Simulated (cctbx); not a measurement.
# LaMg6Ge6: precision against data quality

Space group Cmcm (no. 63), a = 9.1210 Å, b = 19.8240 Å, c = 5.6600 Å, α = 90.00°, β = 90.00°, γ = 90.00°.

```
atom  mult.       x       y    z  Ueq (Å²)
 La1      4     1/2  0.3723  1/4    0.0116
 Ge1      8  0.3441  0.1277  3/4    0.0117
 Ge2      4       0  0.2972  3/4    0.0263
 Ge3      4     1/2  0.2909  3/4    0.0167
 Ge4      4       0  0.4563  3/4    0.0233
 Ge5      4     1/2  0.4621  3/4    0.0127
 Mg1      8  0.2523  0.1208  1/4    0.0197
 Mg2      8  0.2439       0  1/2    0.0195
 Mg3      8     1/4     1/4  1/2    0.0127
```

The model was made for the exercise: a known structure type with other elements put in, its volume estimated, not relaxed; displacement parameters are assumed.

Five simulated data sets (cctbx; Ag Kα, λ = 0.56087 Å; 2 % proportional error) differ in resolution or exposure (noise floor 15 counts in the first three, 8 in the last two). Each is refined with the right model, isotropic at 1.1 Å and anisotropic otherwise. How do the figures of merit and the uncertainties move?

```csv
d min (Å),top counts,"⟨I/σ⟩ (unmerged, absences included)",unique,param. (scale apart),Rint,R1,GooF,largest s.u. xyz (fractional),s.u. U of Mg1 (Å²),largest error (Å)
1.1,70000,9.5,253,19,0.017,0.0201,2.96,0.00038,0.0010,0.0050
0.84,70000,8.5,535,43,0.019,0.0083,0.95,0.00009,0.0004,0.0014
0.6,70000,6.5,1407,43,0.026,0.0109,0.93,0.00007,0.0003,0.0016
0.75,300,0.4,744,43,0.497,0.0764,0.92,0.00280,0.0082,0.0188
0.75,3000,2.0,744,43,0.096,0.0286,0.92,0.00045,0.0015,0.0034
```

GooF reaches 2.96 where the model lacks something that the data hold (anisotropy at the isotropic level, for one). The s.u. of U for Mg1 goes 0.0010, 0.0004, 0.0003 Å² with resolution and 0.0082, 0.0015 Å² with exposure.

The 1.1 Å row also differs in its displacement model, so it isn't a clean test of resolution.

Hardware for the 0.6 Å refinement: 0.74 s on 1 thread of Arm Neoverse N1 (shared host), peak memory 0.1 GiB.

[Logs are printed without paths, hosts, clocks, repeated set-up lines and the standing remarks that a program may print on its own settings, such as how far it seeks lower states.]
